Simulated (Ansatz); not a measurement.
# La on Al(110): change of the work function, part 2 of 2

Aim: the work function of Al(110) at several coverages of La (hollow site), and the dipole that each adsorbate carries.

Ansatz 0.2.0; plane-wave DFT, PBE, Ansatz PAW (the session's first sound run).

So far, work function, upper face (eV): step 2 (the clean slab) 3.99; step 3 (46 atoms, coverage 0.111 ML, cell 3x3) 2.86; step 4 (21 atoms, coverage 0.25 ML, cell 2x2) 2.25.

**5. The covered slab, k-mesh 4×5×1, coverage 0.5 ML**

System of this step: La/Al(110). The cell holds 22 atoms: 20 Al and 2 La. Cell: a = 8.100 Å, b = 5.728 Å, c = 26.024 Å, α = 90.0°, β = 90.0°, γ = 90.0°. Vacuum lies along c.

input.yaml reads:

```yaml
crystal:
  lattice:
    - [8.1, 0.0, 0.0]
    - [0.0, 5.7275649276, 0.0]
    - [0.0, 0.0, 26.0241839411]
  atoms:
    - { symbol: Al, position: [0.0, 0.0, 0.3458321698] }
    - { symbol: Al, position: [0.25, 0.25, 0.4008537311] }
    - { symbol: Al, position: [0.0, 0.0, 0.4547506225] }
    - { symbol: Al, position: [0.25, 0.25, 0.5114680888] }
    - { symbol: Al, position: [0.0, 0.0, 0.5623454634] }
    - { symbol: Al, position: [0.0, 0.5, 0.3458321698] }
    - { symbol: Al, position: [0.25, 0.75, 0.4008537311] }
    - { symbol: Al, position: [0.0, 0.5, 0.4547506225] }
    - { symbol: Al, position: [0.25, 0.75, 0.5114680888] }
    - { symbol: Al, position: [0.0, 0.5, 0.5623454634] }
    - { symbol: Al, position: [0.5, 0.0, 0.3458321698] }
    - { symbol: Al, position: [0.75, 0.25, 0.4008537311] }
    - { symbol: Al, position: [0.5, 0.0, 0.4547506225] }
    - { symbol: Al, position: [0.75, 0.25, 0.5114680888] }
    - { symbol: Al, position: [0.5, 0.0, 0.5623454634] }
    - { symbol: Al, position: [0.5, 0.5, 0.3458321698] }
    - { symbol: Al, position: [0.75, 0.75, 0.4008537311] }
    - { symbol: Al, position: [0.5, 0.5, 0.4547506225] }
    - { symbol: Al, position: [0.75, 0.75, 0.5114680888] }
    - { symbol: Al, position: [0.5, 0.5, 0.5623454634] }
    - { symbol: La, position: [0.25, 0.25, 0.6541678302] }
    - { symbol: La, position: [0.75, 0.75, 0.6541678302] }
kpoints:
  mp_grid: { grid: [4, 5, 1] }
hamiltonian:
  xc: pbe
scf:
  occupations: { method: fermi_dirac, width: 0.1 }
  convergence: { dr2_threshold: 1.0e-08 }
efield:
  axis: 3
  dipole_correction: true
  ramp_position: 0.97
  ramp_width: 0.06
relax:
  f_tol: 0.02
  max_steps: 60
  constraints: [{ sites: [0, 1, 5, 6, 10, 11, 15, 16] }]
output:
  bader: true
  dos: { projected: true, e_range: [-8, 4] }
  write_potential: true
  write_density: true
  volumetric_format: npy
```

The run is started by

```bash
ansatz run input.yaml --threads 4 --pin off --max-ram 6144MiB --backend cpu --events-out ev --progress --plain --runs-dir out
```

Run time: 3.5 min. Hardware: 4 threads of Arm Neoverse V1, shared host; peak memory 2.7 GiB.

Relaxation path:

```
step  energy less that of the first step (eV)  largest force component (eV/Å)
   1                                   0.0000                          1.6418
   2                                  -0.7103                          1.2328
   3                                  -1.0975                          0.4593
   4                                  -1.1715                          0.1998
   5                                  -1.1828                          0.0727
   6                                  -1.1855                          0.0176
```

Forces are held to the 8 operations that the program found; a distortion that breaks them can't arise in this run.

The atoms that moved most (Å):

```csv
atom,dx,dy,dz,length
La22,0.000,0.000,-0.590,0.590
La21,0.000,0.000,-0.590,0.590
Al15,0.000,0.000,-0.029,0.029
Al5,0.000,0.000,-0.029,0.029
Al20,0.000,0.000,-0.029,0.029
Al10,0.000,0.000,-0.029,0.029
Al14,0.000,0.000,-0.024,0.024
Al9,0.000,0.000,-0.024,0.024
```

Final coordinates:

```
Al La
1.0
     8.10000    0.00000    0.00000
     0.00000    5.72756    0.00000
     0.00000    0.00000   26.02418
Al La
20 2
Direct
  0.00000 0.00000 0.34583
  0.25000 0.25000 0.40085
  0.00000 0.00000 0.45392
  0.25000 0.25000 0.51086
  0.00000 0.00000 0.56123
  0.00000 0.50000 0.34583
  0.25000 0.75000 0.40085
  0.00000 0.50000 0.45392
  0.25000 0.75000 0.51054
  0.00000 0.50000 0.56123
  0.50000 0.00000 0.34583
  0.75000 0.25000 0.40085
  0.50000 0.00000 0.45392
  0.75000 0.25000 0.51054
  0.50000 0.00000 0.56123
  0.50000 0.50000 0.34583
  0.75000 0.75000 0.40085
  0.50000 0.50000 0.45392
  0.75000 0.75000 0.51086
  0.50000 0.50000 0.56123
  0.25000 0.25000 0.63150
  0.75000 0.75000 0.63150
```

The relaxation took 6 steps and lowered the energy by 1.2 eV; the largest force on the free atoms ends at 0.018 eV/Å.

The covered face has 2.44 eV, -1.55 eV against the clean one; the bare back face has moved by -0.10 eV, a measure of how thin the slab is.

**6. Work function against coverage**

This step: plane-wave DFT, PBE, Ansatz PAW; work function against coverage (Ansatz 0.2.0).

The runs are now put side by side.

This step gave:

| Item | Value |
| --- | --- |
| work function of the clean face | 3.995 eV |
| largest change of the work function | -1.746 eV |

Work function of the covered face against coverage:

```
coverage (adsorbates/nm²)  work function of the covered face (eV)
                     0.00                                    3.99
                     0.96                                    2.86
                     2.16                                    2.25
                     4.31                                    2.44
```

The dipole per adsorbate comes from the change of the cell's dipole. Coverage, by row:

```csv
coverage (1/nm²),coverage (ML),work function (eV),change (eV),"dipole per adsorbate, positive end outwards (debye)",mean height of the added atoms over the highest substrate atom (Å)
0.9579,0.1111,2.862,-1.133,3.04,1.696
2.155,0.25,2.249,-1.746,2.091,1.67
4.311,0.5,2.441,-1.554,0.898,1.829
```

**7. Another level of theory, cutoff 840 eV, functional PBE**

This step: plane-wave DFT, PBE, JTH PAW (Ansatz 0.2.0).

System of this step: La/Al(110). The cell holds 21 atoms: 20 Al and 1 La. Cell: a = 8.100 Å, b = 5.728 Å, c = 26.024 Å, α = 90.0°, β = 90.0°, γ = 90.0°. Vacuum lies along c.

The geometry is kept and the functional is PBE; other changes against the main runs: JTH PAW files and cutoff 420 → 840.

input.yaml reads:

```yaml
crystal:
  lattice:
    - [8.1, 0.0, 0.0]
    - [0.0, 5.7275649276, 0.0]
    - [0.0, 0.0, 26.0241839411]
  atoms:
    - { symbol: Al, position: [0.0, 0.0, 0.3458321698] }
    - { symbol: Al, position: [0.25, 0.25, 0.4008537311] }
    - { symbol: Al, position: [0.0034974533, -0.0019640498, 0.4547962148] }
    - { symbol: Al, position: [0.25, 0.25, 0.5098849186] }
    - { symbol: Al, position: [-0.0133707987, -0.001622175, 0.5631378565] }
    - { symbol: Al, position: [0.0, 0.5, 0.3458321698] }
    - { symbol: Al, position: [0.25, 0.75, 0.4008537311] }
    - { symbol: Al, position: [0.0034974533, 0.5019640498, 0.4547962148] }
    - { symbol: Al, position: [0.25, 0.75, 0.5185513484] }
    - { symbol: Al, position: [-0.0133707987, 0.501622175, 0.5631378565] }
    - { symbol: Al, position: [0.5, 0.0, 0.3458321698] }
    - { symbol: Al, position: [0.75, 0.25, 0.4008537311] }
    - { symbol: Al, position: [0.4965025467, -0.0019640498, 0.4547962148] }
    - { symbol: Al, position: [0.75, 0.25, 0.5075582842] }
    - { symbol: Al, position: [0.5133707987, -0.001622175, 0.5631378565] }
    - { symbol: Al, position: [0.5, 0.5, 0.3458321698] }
    - { symbol: Al, position: [0.75, 0.75, 0.4008537311] }
    - { symbol: Al, position: [0.4965025467, 0.5019640498, 0.4547962148] }
    - { symbol: Al, position: [0.75, 0.75, 0.510424873] }
    - { symbol: Al, position: [0.5133707987, 0.501622175, 0.5631378565] }
    - { symbol: La, position: [0.25, 0.25, 0.6273270576] }
kpoints:
  mp_grid: { grid: [4, 5, 1] }
hamiltonian:
  xc: pbe
  pseudopotentials: { kind: paw, source: jth }
scf:
  occupations: { method: fermi_dirac, width: 0.1 }
  convergence: { dr2_threshold: 1.0e-08 }
efield:
  axis: 3
  dipole_correction: true
  ramp_position: 0.97
  ramp_width: 0.06
output:
  write_potential: true
  write_density: true
  volumetric_format: npy
```

Wall time 94 s (4 threads); peak memory 4 GiB; 6.1 min of CPU time.

This step gave:

```
energy at zero smearing        : -16978.2630 eV
work function, upper face      : 2.254 eV
work function, lower face      : 3.946 eV
dipole along the normal        : 0.4339 e·Å
step between the vacuum levels : -1.692 eV
```

The work function comes to 2.25 eV, +0.01 eV from the first level.

**8. Another level of theory, cutoff 500 eV, functional r2SCAN**

This step: plane-wave DFT, r2SCAN, Ansatz PAW (Ansatz 0.2.0).

The geometry is kept and the functional is r2SCAN; other changes against the main runs: cutoff 420 → 500.

input.yaml: that of step 7 with these lines changed.

```diff
@@ -30,4 +30,3 @@
 hamiltonian:
-  xc: pbe
-  pseudopotentials: { kind: paw, source: jth }
+  xc: r2scan
 scf:
```

Elapsed: 62 s, on 4 threads; peak memory 3.9 GiB; 4 min of CPU time.

Numbers from this step:

```yaml
energy_at_zero_smearing: -17067.1384 eV
work_function_upper_face: 2.083 eV
work_function_lower_face: 3.974 eV
dipole_along_the_normal: 0.4847 e·Å
step_between_the_vacuum_levels: -1.890 eV
```

The work function comes to 2.08 eV, -0.17 eV from the first level.

**9. Another level of theory, cutoff 420 eV, functional revpbe**

This step: plane-wave DFT, revPBE, Ansatz PAW (Ansatz 0.2.0).

The geometry is kept and the functional is revPBE.

input.yaml: that of step 8 with these lines changed.

```diff
@@ -30,3 +30,3 @@
 hamiltonian:
-  xc: r2scan
+  xc: revpbe
 scf:
```

The job ended after 28 s (4 threads; peak memory 2 GiB; 1.8 min of CPU time).

The work function comes to 2.10 eV, -0.15 eV from the first level.

**10. Another level of theory, cutoff 1496.63 eV, functional PBE**

This step: plane-wave DFT, PBE, norm-conserving (Ansatz 0.2.0).

The geometry is kept and the functional is PBE; other changes against the main runs: norm-conserving files and cutoff 420 → 1496.63.

input.yaml: that of step 9 with these lines changed.

```diff
@@ -30,3 +30,4 @@
 hamiltonian:
-  xc: revpbe
+  xc: pbe
+  pseudopotentials: { kind: nc }
 scf:
```

The job ended after 6.5 min (4 threads; peak memory 5.5 GiB).

The work function comes to 2.25 eV, +0.00 eV from the first level.

**11. The series together**

Times are for 4 threads of Arm Neoverse V1, shared host. The series side by side:

```csv
no.,functional,"work function, upper face (eV)",dipole along the normal (e·Å),time,memory (GiB)
1,pbe,2.254,0.4339,94 s,4.0
2,r2scan,2.083,0.4847,62 s,3.9
3,revpbe,2.103,0.4524,28 s,2.0
4,pbe,2.250,0.4352,6.5 min,5.5
```

**12. Varying the input**

This step: plane-wave DFT, PBE, Ansatz PAW (Ansatz 0.2.0).

System of this step: La/Al(110). The cell holds 22 atoms: 20 Al and 2 La. Its edges and angles: a = 8.100 Å, b = 5.728 Å, c = 26.024 Å, α = 90.0°, β = 90.0°, γ = 90.0°. Vacuum lies along c.

A run with a changed input: it repeats the earlier run at 0.5 ML with efield.dipole_correction from true to false and efield.amplitude to 0.1.

input.yaml reads:

```yaml
crystal:
  lattice:
    - [8.1, 0.0, 0.0]
    - [0.0, 5.7275649276, 0.0]
    - [0.0, 0.0, 26.0241839411]
  atoms:
    - { symbol: Al, position: [0.0, 0.0, 0.3458321698] }
    - { symbol: Al, position: [0.25, 0.25, 0.4008537311] }
    - { symbol: Al, position: [0.0, 0.0, 0.4547506225] }
    - { symbol: Al, position: [0.25, 0.25, 0.5114680888] }
    - { symbol: Al, position: [0.0, 0.0, 0.5623454634] }
    - { symbol: Al, position: [0.0, 0.5, 0.3458321698] }
    - { symbol: Al, position: [0.25, 0.75, 0.4008537311] }
    - { symbol: Al, position: [0.0, 0.5, 0.4547506225] }
    - { symbol: Al, position: [0.25, 0.75, 0.5114680888] }
    - { symbol: Al, position: [0.0, 0.5, 0.5623454634] }
    - { symbol: Al, position: [0.5, 0.0, 0.3458321698] }
    - { symbol: Al, position: [0.75, 0.25, 0.4008537311] }
    - { symbol: Al, position: [0.5, 0.0, 0.4547506225] }
    - { symbol: Al, position: [0.75, 0.25, 0.5114680888] }
    - { symbol: Al, position: [0.5, 0.0, 0.5623454634] }
    - { symbol: Al, position: [0.5, 0.5, 0.3458321698] }
    - { symbol: Al, position: [0.75, 0.75, 0.4008537311] }
    - { symbol: Al, position: [0.5, 0.5, 0.4547506225] }
    - { symbol: Al, position: [0.75, 0.75, 0.5114680888] }
    - { symbol: Al, position: [0.5, 0.5, 0.5623454634] }
    - { symbol: La, position: [0.25, 0.25, 0.6541678302] }
    - { symbol: La, position: [0.75, 0.75, 0.6541678302] }
kpoints:
  mp_grid: { grid: [4, 5, 1] }
hamiltonian:
  xc: pbe
scf:
  occupations: { method: fermi_dirac, width: 0.1 }
  convergence: { dr2_threshold: 1.0e-08 }
efield:
  axis: 3
  dipole_correction: false
  ramp_position: 0.97
  ramp_width: 0.06
  amplitude: 0.1
relax:
  f_tol: 0.02
  max_steps: 60
  constraints: [{ sites: [0, 1, 5, 6, 10, 11, 15, 16] }]
output:
  bader: true
  dos: { projected: true, e_range: [-8, 4] }
  write_potential: true
  write_density: true
  volumetric_format: npy
```

Elapsed: 3.6 min, on 4 threads; peak memory 2.7 GiB.

```
                     quantity  this run  earlier run  difference
dipole along the normal (e·Å)     1.246       0.3730        0.87
```

The applied field differs between the two, so the dipoles differ in any case.

With the dipole correction off, the periodic images add a field of their own to the typed one.

These numbers are not those of the isolated slab.

**13. Summary of results**

```json
{
  "work function of the clean face": "3.99 eV",
  "work function at 0.11 ML": "2.86 eV",
  "work function at 0.25 ML": "2.25 eV",
  "work function at 0.5 ML": "2.44 eV",
  "dipole per adsorbate at 0.11 ML, positive end outwards": "3.04 D"
}
```

What this shows: La lowers the work function of Al(110) at the lowest coverage, by 1.13 eV: the adsorbate layer has its positive end outwards. The dipole per adsorbate falls from 3.04 to 0.90 D as the layer fills. Neighbouring dipoles depolarise each other, and heights and bonding change with coverage too. The work function passes a minimum near 0.25 ML among the coverages run and rises again. The slab has 5 layers, at the tabulated experimental lattice constant, one starting site was run, and quantum-size effects of a slab this thin can reach one or two tenths of an eV. The main runs have no spin polarisation; a magnetic state could lie lower and would change these results.

[Long decimals in the printed logs are rounded to 6 places.]

[Logs are printed without paths, hosts, clocks, repeated set-up lines and the standing remarks that a program may print on its own settings, such as how far it seeks lower states.]

[Hosts, paths, dates, database ids (printed as entryN), source tags and the programs' standing remarks are cut or masked in the printed files.]

[Maps of the electrostatic potential energy from Ansatz leave out the sawtooth potential of an applied field or a dipole correction, so their vacuum need not be flat; planar profiles and work functions include it.]
